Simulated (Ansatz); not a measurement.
# KMgF3 (Pm-3m): Grüneisen parameters

Wanted: mode Grüneisen parameters of KMgF3 (Pm-3m).

Program: Ansatz 0.2.0. Level of theory: DFT PBEsol, scalar-relativistic, plane waves, PAW; PAW set soft_1. Results are calculated unless marked as measured.

## Step 1: The starting structure

It takes space group Pm-3m (No. 221, cubic). Conventional cell: a = 3.992 Å, b = 3.992 Å, c = 3.992 Å, α = 90.00°, β = 90.00°, γ = 90.00°. K has 12 F at 2.82 Å nearest. Nearest to Mg lie 6 F at 2.00 Å. Nearest to F lie 2 Mg at 2.00 Å and 4 K at 2.82 Å. Farther neighbours and most contacts between anions are not listed.

## Step 2: The dispersion

The cell comes from relaxations at this level that are not shown. Stability and thermal properties need the whole zone. Linear response on a 4×4×4 q mesh gives force constants as far as a supercell of that size would, and the tensors from the zone-centre run are typed in so that the long-range dipole term is interpolated apart.

input.yaml reads:

```yaml
crystal:
  lattice:
    - [3.9921938027, 0.0, 0.0]
    - [0.0, 3.9921938027, 0.0]
    - [0.0, 0.0, 3.9921938027]
  atoms:
    - { symbol: K, position: [0.5, 0.5, 0.5] }
    - { symbol: Mg, position: [0.0, 0.0, 0.0] }
    - { symbol: F, position: [0.5, 0.0, 0.0] }
    - { symbol: F, position: [0.0, 0.5, 0.0] }
    - { symbol: F, position: [0.0, 0.0, 0.5] }
kpoints:
  mp_grid: { grid: [8, 8, 8] }
hamiltonian:
  xc: pbesol
  pseudopotentials: { kind: paw, azcp: { folder: soft_1 }, xc_functional: pbe }
scf:
  occupations: { method: fixed }
output:
  eigenvalues: true
phonons:
  method: dfpt
  qmesh: [4, 4, 4]
  temperatures: { t_max: 1000, t_step: 50 }
  qpath:
    path:
      - [[0.0, 0.0, 0.0], [0.0, 0.5, 0.0], [0.5, 0.5, 0.0], [0.0, 0.0, 0.0], [0.5, 0.5, 0.5], [0.0, 0.5, 0.0]]
      - [[0.5, 0.5, 0.5], [0.5, 0.5, 0.0]]
    npoints: 10
  non_analytic_term:
    high_frequency_dielectric_tensor: [[2.1181, 0.0, 0.0], [0.0, 2.1181, 0.0], [0.0, 0.0, 2.1181]]
    born_effective_charges:
      - { species: K, tensor: [[1.1898, 0.0, 0.0], [0.0, 1.1898, 0.0], [0.0, 0.0, 1.1898]] }
      - { species: Mg, tensor: [[2.0024, 0.0, 0.0], [0.0, 2.0024, 0.0], [0.0, 0.0, 2.0024]] }
      - { species: F, tensor: [[-1.2763, 0.0, 0.0], [0.0, -0.9579, 0.0], [0.0, 0.0, -0.9579]] }
      - { species: F, tensor: [[-0.9579, 0.0, 0.0], [0.0, -1.2763, 0.0], [0.0, 0.0, -0.9579]] }
      - { species: F, tensor: [[-0.9579, 0.0, 0.0], [0.0, -0.9579, 0.0], [0.0, 0.0, -1.2763]] }
    source: "zone-centre run at this cell"
```

Run with:

```bash
> ansatz run input.yaml --threads 4 --pin off --max-ram 10240MiB --backend cpu --events-out ev --progress --plain --runs-dir out
```

Numbers of over 12 decimals in the logs are rounded to 6 here.

What it wrote:

```text
Engine: ansatz 0.2.0, aarch64-unknown-linux-gnu
Pseudopotentials: kind: paw
Pseudopotential: K, paw, valence charge 9, recommended cutoff 420 eV (normal), soft_1/K.paw.azcp
Pseudopotential: Mg, paw, valence charge 10, recommended cutoff 420 eV (normal), soft_1/Mg.paw.azcp
Pseudopotential: F, paw, valence charge 7, recommended cutoff 420 eV (normal), soft_1/F.paw.azcp
Functional definition: PBEsol
  exchange = pbesol_x
  correlation = pbesol_c
Crystal: 5 atoms, lattice volume = 63.626 Å³
Basis set: ecut = 420 eV, 1237 PW (Γ), exchange–correlation on 54×54×54 points (8 copies of the dense FFT grid, shifted against one another)
Bands: 25, of which v1, the nominal top of the filled ones, is band 20 counted from 1 (19 counted from 0)
Symmetry: 48 space group operations
k-points: 35 of 512
Non-local potential: K, projectors of the file, l = 0: 3, l = 1: 2, l = 2: 2
Non-local potential: Mg, projectors of the file, l = 0: 3, l = 1: 2, l = 2: 1
Non-local potential: F, projectors of the file, l = 0: 2, l = 1: 2, l = 2: 1
PAW form: soft (Blöchl's): semilocal exchange-correlation on the pseudo side does not see the compensation charge
PAW frozen core: K, regenerated for the run's functional, and the local potential with it (the file was generated under x = pbe(κ = 0.804, μ = 0.219515), c = pbe(β = 0.066725))
PAW frozen core: Mg, regenerated for the run's functional, and the local potential with it (the file was generated under x = pbe(κ = 0.804, μ = 0.219515), c = pbe(β = 0.066725))
PAW frozen core: F, regenerated for the run's functional, and the local potential with it (the file was generated under x = pbe(κ = 0.804, μ = 0.219515), c = pbe(β = 0.066725))
PAW one-centre angular grid: K, 110 points (default); XC on 64 Gauss nodes
PAW one-centre angular grid: Mg, 110 points (default); XC on 64 Gauss nodes
PAW one-centre angular grid: F, 110 points (default); XC on 64 Gauss nodes
Initial density: superposition of atomic densities (chi_scale 0.1, normalization cell, long waves kept (reshape's long-wave potential 0.00 eV rms))
Initial wavefunctions: pseudopotential atomic-orbital guess
Functional: x = pbesol(κ = 0.804, μ = 0.123457), c = pbesol(β = 0.046)
SCF iter   1: F=—  HF=-5841.200636 eV  |F-HF|=—  |Δ(HF+E_count)|=         —  Δρ=1.50e-1  dr2=1.13e1  ethr=3.10e-3  ⟨swp⟩=4.1  Hψ=3847  notcnv=0  defer=45
preconditioner: auto → Resta (q_TF=auto, 2.525 Å⁻¹)  ε∞=3.7  [insulator: Δε(μ)=4.523 eV  Ē_g=15.647 eV  n_scr=18 (ndim 8)  ℏωp=25.5 eV  f_vac=0.000  ε∞_Penn≈3.7]
SCF iter   2: F=—  HF=-5837.829987 eV  |F-HF|=—  |Δ(HF+E_count)|=    3.37e0  Δρ=4.96e-2  dr2=1.22e0  ethr=3.10e-3  ⟨swp⟩=3.3  Hψ=2089  notcnv=0  defer=85
SCF iter   3: F=—  HF=-5837.577831 eV  |F-HF|=—  |Δ(HF+E_count)|=   2.52e-1  Δρ=2.11e-2  dr2=3.38e-1  ethr=3.06e-3  ⟨swp⟩=2.5  Hψ=1495  notcnv=0  defer=60
SCF iter   4: F=—  HF=-5837.497729 eV  |F-HF|=—  |Δ(HF+E_count)|=   8.01e-2  Δρ=5.00e-3  dr2=1.38e-2  ethr=8.44e-4  ⟨swp⟩=3.0  Hψ=1596  notcnv=0  defer=93
SCF iter   5: F=—  HF=-5837.500127 eV  |F-HF|=—  |Δ(HF+E_count)|=   2.40e-3  Δρ=1.15e-3  dr2=4.52e-4  ethr=3.45e-5  ⟨swp⟩=2.5  Hψ=1695  notcnv=0  defer=97
SCF iter   6: F=—  HF=-5837.500376 eV  |F-HF|=—  |Δ(HF+E_count)|=   2.50e-4  Δρ=2.50e-4  dr2=2.67e-5  ethr=1.13e-6  ⟨swp⟩=2.0  Hψ=1674  notcnv=0  defer=97
SCF iter   7: F=—  HF=-5837.500407 eV  |F-HF|=—  |Δ(HF+E_count)|=   3.08e-5  Δρ=3.69e-5  dr2=4.66e-7  ethr=6.68e-8  ⟨swp⟩=2.0  Hψ=1557  notcnv=0  defer=97
SCF iter   8: F=—  HF=-5837.500407 eV  |F-HF|=—  |Δ(HF+E_count)|=   1.29e-7  Δρ=5.31e-6  dr2=1.81e-8  ethr=1.17e-9  ⟨swp⟩=2.0  Hψ=1506  notcnv=0  defer=59
SCF iter   9: F=—  HF=-5837.500407 eV  |F-HF|=—  |Δ(HF+E_count)|=   2.30e-8  Δρ=8.81e-7  dr2=3.87e-10  ethr=4.52e-11  ⟨swp⟩=2.0  Hψ=1475  notcnv=0  defer=60
SCF iter  10: F=—  HF=-5837.500407 eV  |F-HF|=—  |Δ(HF+E_count)|=  5.17e-10  Δρ=1.85e-7  dr2=1.26e-11  ethr=1.00e-12  ⟨swp⟩=2.1  Hψ=1407  notcnv=0  defer=60
SCF iter  11: F=-5837.500407 eV  HF=-5837.500407 eV  |F-HF|=9.09e-13  |Δ(HF+E_count)|=  2.73e-12  Δρ=3.88e-8  dr2=4.17e-13  ethr=1.00e-12  ⟨swp⟩=11.6  Hψ=5352  notcnv=0
SCF 1 converged in 11 iterations: F = -5837.500407 eV  dr2 = 4.17e-13
  greatest PAW one-centre occupation: 1.000 electrons in one spin orbital (limit 2), on the Mg atom at site 1 (counted from 0), in its partial waves of l = 0
NSCF: frozen V_eff on 35 k-points
NSCF: frozen V_eff on 125 k-points
DFPT response loops at q = (0, 0, 0) (fractional): preconditioner auto → none (the input reference at scf.mixing.eps_inf says where Resta's filter doesn't serve); β = 0.50; Broyden in place of MSR1
NSCF: frozen V_eff on 400 k-points
DFPT response loops at q = (0, 0, 0.25) (fractional): mixed as the last ones told, above
NSCF: frozen V_eff on 250 k-points
DFPT response loops at q = (0, 0, -0.5) (fractional): mixed as the last ones told, above
NSCF: frozen V_eff on 640 k-points
DFPT response loops at q = (0, 0.25, 0.25) (fractional): mixed as the last ones told, above
NSCF: frozen V_eff on 400 k-points
DFPT response loops at q = (0, 0.25, -0.5) (fractional): mixed as the last ones told, above
NSCF: frozen V_eff on 250 k-points
DFPT response loops at q = (0, -0.5, -0.5) (fractional): mixed as the last ones told, above
NSCF: frozen V_eff on 1024 k-points
DFPT response loops at q = (0.25, 0.25, 0.25) (fractional): mixed as the last ones told, above
NSCF: frozen V_eff on 640 k-points
DFPT response loops at q = (0.25, 0.25, -0.5) (fractional): mixed as the last ones told, above
NSCF: frozen V_eff on 400 k-points
DFPT response loops at q = (0.25, -0.5, -0.5) (fractional): mixed as the last ones told, above
NSCF: frozen V_eff on 250 k-points
DFPT response loops at q = (-0.5, -0.5, -0.5) (fractional): mixed as the last ones told, above
SCF converged after 11 iterations
Free energy (F): -5837.500407 eV
Harris-Foulkes:  -5837.500407 eV  (|F-HF|=9.09e-13)
Internal energy: -5837.500407 eV  (E = F + TS)
E sigma→0 (E₀):  -5837.500407 eV
Fermi energy:    2.671478 eV
--- Per-component energies (eV) ---
  E_band       = -503.635409
  E_kinetic    = 922.163947
  E_local      = -3842.868411  (includes V_loc(G=0)·N_el)
  E_nonlocal   = 471.187337
  E_hartree    = 1365.879181
  E_xc         = -390.568004
  E_vxc        = -495.887560  (∫ρ·V_xc dr)
  E_paw        = -1646.243700  (= ΣΔE_a)
  E_vpaw       = -289.991048  (= ΣTr[D̂ρ^β])
  E_aug_tail   = 0.001985  (compensation charges beyond the density's cutoff)
  E_ewald      = -2717.346819
  E_core_change = 0.294076  (= ΣΔE_core)
  E_smearing   = -0.000000  (= −TS)
  E_closure    = 0.000000  (closes the sum)
  Σ components = -5837.500407   (vs F -5837.500407, Δ=0.00e0)
--- Band table (eV; the first three rows and the last of 35) ---
  k-point 0: bands = [... 16 lower, 2.0422, 2.3484, 2.3484, 2.3484, 9.7826, 12.6222, 12.6222, 14.7794, ... 1 higher]
  k-point 1: bands = [... 16 lower, 2.0090, 2.1943, 2.3170, 2.3170, 10.0622, 12.7654, 12.7895, 14.8534, ... 1 higher]
  k-point 2: bands = [... 16 lower, 1.9262, 1.9262, 2.2425, 2.2425, 10.8038, 13.1237, 13.1752, 15.0498, ... 1 higher]
  k-point 34: bands = [... 16 lower, 1.5585, 2.6715, 2.6715, 2.6715, 12.9752, 12.9752, 12.9752, 16.4512, ... 1 higher]
--- Phonons (Γ-DFPT): 4 representative perturbations + reference (Σ response iterations 12) ---
  ASR residual: 1.259e-3 → 0.000e0 eV/Å²; symmetrization residual: 3.630e-6 eV/Å²
  ASR residual per site (eV/Å²): 1.48e-5 1.26e-3 2.23e-4 2.23e-4 2.23e-4
  Γ frequencies (cm⁻¹): 0.00 0.00 0.00 142.10 142.10 142.10 180.37 180.37 180.37 281.03 281.03 281.03 461.36 461.36 461.36
--- Phonons (arbitrary-q DFPT): 10 irreducible q on the 4×4×4 mesh ---
  q = [0.0000, 0.0000, 0.0000] (star 1, of the zone-centre solve; hermiticity 6.81e-7, symmetrization 2.93e-13): -0.00 0.00 0.00 142.10 142.10 142.10 180.37 180.37 180.37 281.03 281.03 281.03 461.36 461.36 461.36
  q = [0.0000, 0.0000, 0.2500] (star 6, 9 solved perturbations in 1560 linear systems a pass and spin channel, the states on 200 of 512 k-point pairs; hermiticity 5.07e-7, symmetrization 1.19e-13): 73.55 73.55 119.40 139.08 139.08 185.49 187.45 187.45 207.86 272.36 272.36 360.55 460.35 460.35 523.78
  q = [0.0000, 0.0000, -0.5000] (star 3, 9 solved perturbations in 975 linear systems a pass and spin channel, the states on 125 of 512 k-point pairs; hermiticity 4.21e-7, symmetrization 7.01e-12): 116.42 116.42 124.52 124.52 166.36 190.32 199.15 199.15 221.26 260.24 260.24 437.65 450.70 459.33 459.33
  q = [0.0000, 0.2500, 0.2500] (star 12, 9 solved perturbations in 2460 linear systems a pass and spin channel, the states on 320 of 512 k-point pairs; hermiticity 7.08e-7, symmetrization 6.35e-14): 96.51 99.79 138.12 144.89 145.91 172.11 186.00 191.00 230.31 262.52 323.57 358.52 425.17 459.36 524.40
  q = [0.0000, 0.2500, -0.5000] (star 12, 15 solved perturbations on 200 of 512 k-point pairs; hermiticity 5.61e-7, symmetrization 7.03e-12): 115.85 119.46 132.81 140.85 154.86 169.95 200.03 201.67 247.41 264.19 319.56 388.22 430.16 458.36 487.82
  q = [0.0000, -0.5000, -0.5000] (star 3, 9 solved perturbations in 975 linear systems a pass and spin channel, the states on 125 of 512 k-point pairs; hermiticity 5.77e-7, symmetrization 1.32e-11): 85.80 115.26 129.64 129.64 198.09 198.09 200.91 200.91 216.31 291.38 342.93 408.51 408.51 457.38 470.21
  q = [0.2500, 0.2500, 0.2500] (star 8, 4 solved perturbations in 1376 linear systems a pass and spin channel, the states on 512 of 512 k-point pairs; hermiticity 5.98e-7, symmetrization 5.78e-13): 107.69 107.69 133.78 141.36 142.63 142.63 223.80 226.10 226.10 312.48 312.48 352.57 424.32 424.32 529.01
  q = [0.2500, 0.2500, -0.5000] (star 12, 9 solved perturbations in 2460 linear systems a pass and spin channel, the states on 320 of 512 k-point pairs; hermiticity 3.08e-7, symmetrization 7.03e-12): 120.61 121.10 129.75 133.25 134.72 136.61 220.12 251.49 263.83 296.01 316.29 378.29 415.03 423.48 508.38
  q = [0.2500, -0.5000, -0.5000] (star 6, 9 solved perturbations in 1560 linear systems a pass and spin channel, the states on 200 of 512 k-point pairs; hermiticity 3.33e-7, symmetrization 1.34e-11): 83.95 126.34 128.66 128.66 133.13 133.13 251.96 251.96 282.19 287.94 342.54 398.96 398.96 402.74 500.04
  q = [-0.5000, -0.5000, -0.5000] (star 1, 4 solved perturbations in 350 linear systems a pass and spin channel, the states on 125 of 512 k-point pairs; hermiticity 2.34e-7, symmetrization 1.35e-11): 82.05 82.05 82.05 136.42 136.42 136.42 272.74 272.74 272.74 342.14 342.14 388.52 388.52 388.52 494.71
  sum rule: each row above includes the acoustic sum rule's correction from the zone centre's row sums; it moved no ω² by more than (3.75 cm⁻¹)²
  mesh force constants: q→R imaginary residual 1.03e-18; ASR residual 1.259e-3 → 0.000e0 eV/Å²; symmetrization residual 1.421e-14 eV/Å²
  interpolated dispersion: 63 rows × 15 modes
  density of states and harmonic sums: on the 16×16×16 q-mesh, interpolated from the force constants of a 4×4×4 supercell (with the dipole–dipole term of supplied tensors)
  largest difference from the sums on the solved wave vectors: F 1.10e-2 eV, S 1.50e-5 and C_V 3.95e-6 eV/K
  zero-point energy: 0.235383 eV/cell   skipped modes (ω ≤ 0): 3   left out of the sums: 4.88e-5 of the cell's modes: C_V's classical limit lies that fraction below 3 k_B per atom; for a crystal, a wire or a layer, F and S can be off by more, and a phonons.interpolated_qmesh denser along its periods is the remedy for the sampling
```

Wall time 12 min (4 threads of Arm Neoverse V1, shared host); peak memory 2 GiB.

Reading the cycles: dr2 is the Hartree energy of the density residual (eV), the measure of convergence; HF is the Harris–Foulkes estimate of the energy, which meets the free energy F at convergence.

Numbers from this step:

```
gap on the k-mesh                                       : 7.111 eV
volume per atom                                         : 12.73 Å³
sum-rule residual before enforcement                    : 0.001259 eV/Å²
lowest frequency on the path                            : 0 cm⁻¹
point group                                             : m-3m
highest frequency on the path or at a solved wavevector : 552 cm⁻¹
mean frequency                                          : 253.1 cm⁻¹
Debye temperature (second moment)                       : 528 K
logarithmic mean frequency                              : 221 cm⁻¹
highest optical mode at the zone centre (no LO-TO term) : 461.4 cm⁻¹
lowest optical zone-centre mode                         : 142.1 cm⁻¹
lowest mode on the q mesh (acoustic modes at Γ apart)   : 73.55 cm⁻¹
zero-point energy per atom                              : 47.08 meV
heat capacity at 300 K                                  : 21.66 J/(mol atoms K)
vibrational entropy at 300 K                            : 25.27 J/(mol atoms K)
```

Frequencies (cm⁻¹) solved at each irreducible wavevector; negative means imaginary. Frequencies by wavevector, by row:

| q in reciprocal lattice units | star | mode 1 | mode 2 | mode 3 | mode 4 | mode 13 | mode 14 | mode 15 |
| --- | --- | --- | --- | --- | --- | --- | --- | --- |
| 0 0 0 | 1 | 0 | 0 | 0 | 142.1 | 461.4 | 461.4 | 461.4 |
| 0 0 0.25 | 6 | 73.5 | 73.5 | 119.4 | 139.1 | 460.4 | 460.4 | 523.8 |
| 0 0 -0.5 | 3 | 116.4 | 116.4 | 124.5 | 124.5 | 450.7 | 459.3 | 459.3 |
| 0 0.25 0.25 | 12 | 96.5 | 99.8 | 138.1 | 144.9 | 425.2 | 459.4 | 524.4 |
| 0 0.25 -0.5 | 12 | 115.8 | 119.5 | 132.8 | 140.8 | 430.2 | 458.4 | 487.8 |
| 0 -0.5 -0.5 | 3 | 85.8 | 115.3 | 129.6 | 129.6 | 408.5 | 457.4 | 470.2 |
| 0.25 0.25 0.25 | 8 | 107.7 | 107.7 | 133.8 | 141.4 | 424.3 | 424.3 | 529 |
| 0.25 0.25 -0.5 | 12 | 120.6 | 121.1 | 129.8 | 133.2 | 415 | 423.5 | 508.4 |
| 0.25 -0.5 -0.5 | 6 | 84 | 126.3 | 128.7 | 128.7 | 399 | 402.7 | 500 |
| -0.5 -0.5 -0.5 | 1 | 82 | 82 | 82 | 136.4 | 388.5 | 388.5 | 494.7 |

Symmetry leaves 10 wavevectors to solve. The lowest mode among them, the acoustic zeros apart, lies at q = (0, 0, 0.25) and is real, 73.5 cm⁻¹.

## Step 3: Relaxing at another volume, volume ratio 0.97

The volume is scaled by 0.97 and held; symmetry leaves nothing to relax, so this is a single point. The modes can then be followed against volume.

input.yaml, the sections that differ from step 2:

```yaml
crystal:
  lattice:
    - [3.9518658555, 0.0, 0.0]
    - [0.0, 3.9518658555, 0.0]
    - [0.0, 0.0, 3.9518658555]
  atoms:
    - { symbol: K, position: [0.5, 0.5, 0.5] }
    - { symbol: Mg, position: [0.0, 0.0, 0.0] }
    - { symbol: F, position: [0.5, 0.0, 0.0] }
    - { symbol: F, position: [0.0, 0.5, 0.0] }
    - { symbol: F, position: [0.0, 0.0, 0.5] }
output:
  forces: true
  stress: true
  eigenvalues: true
# kpoints, hamiltonian, scf: as in step 2
# phonons: removed
```

What it wrote:

```text
[...]
Crystal: 5 atoms, lattice volume = 61.717 Å³
Basis set: ecut = 420 eV, 1213 PW (Γ), exchange–correlation on 54×54×54 points (8 copies of the dense FFT grid, shifted against one another)
Bands: 25, of which v1, the nominal top of the filled ones, is band 20 counted from 1 (19 counted from 0)
Symmetry: 48 space group operations
[...]
k-points: 35 of 512
[...]
--- Band table (eV; the first three rows and the last of 35) ---
  k-point 0: bands = [... 16 lower, 2.3017, 2.6394, 2.6394, 2.6394, 10.2999, 12.9480, 12.9480, 15.1429]
  k-point 1: bands = [... 16 lower, 2.2668, 2.4789, 2.6058, 2.6058, 10.5854, 13.0971, 13.1262, 15.2189]
  k-point 2: bands = [... 16 lower, 2.1812, 2.1812, 2.5252, 2.5252, 11.3399, 13.4695, 13.5538, 15.4211]
  k-point 34: bands = [... 16 lower, 1.8228, 2.9616, 2.9616, 2.9616, 13.3830, 13.3830, 13.3830, 16.9990]
[key lines of the parts left out:]
SCF converged after 8 iterations
Free energy (F): -5837.486816 eV
Fermi energy:    2.961553 eV
P = ⅓ Tr σ = 2.3562 GPa (23.562 kbar)
```

It took 1.2 s on 4 threads; peak memory 0.35 GiB; 4.2 s of CPU time.

This step gave:

```
pressure           : 2.356 GPa
gap on the k-mesh  : 7.338 eV
volume per atom    : 12.34 Å³
direct gap on mesh : 7.661 eV
```

At this level the gap is 7.34 eV on the k-mesh of the self-consistent run, which can miss the band edges.

(Part 1 of 2 ends here.)

[Logs are printed without paths, hosts, clocks, repeated set-up lines and the standing remarks that a program may print on its own settings, such as how far it seeks lower states.]

[Hosts, paths, dates, database ids (printed as entryN), source tags and the programs' standing remarks are cut or masked in the printed files.]
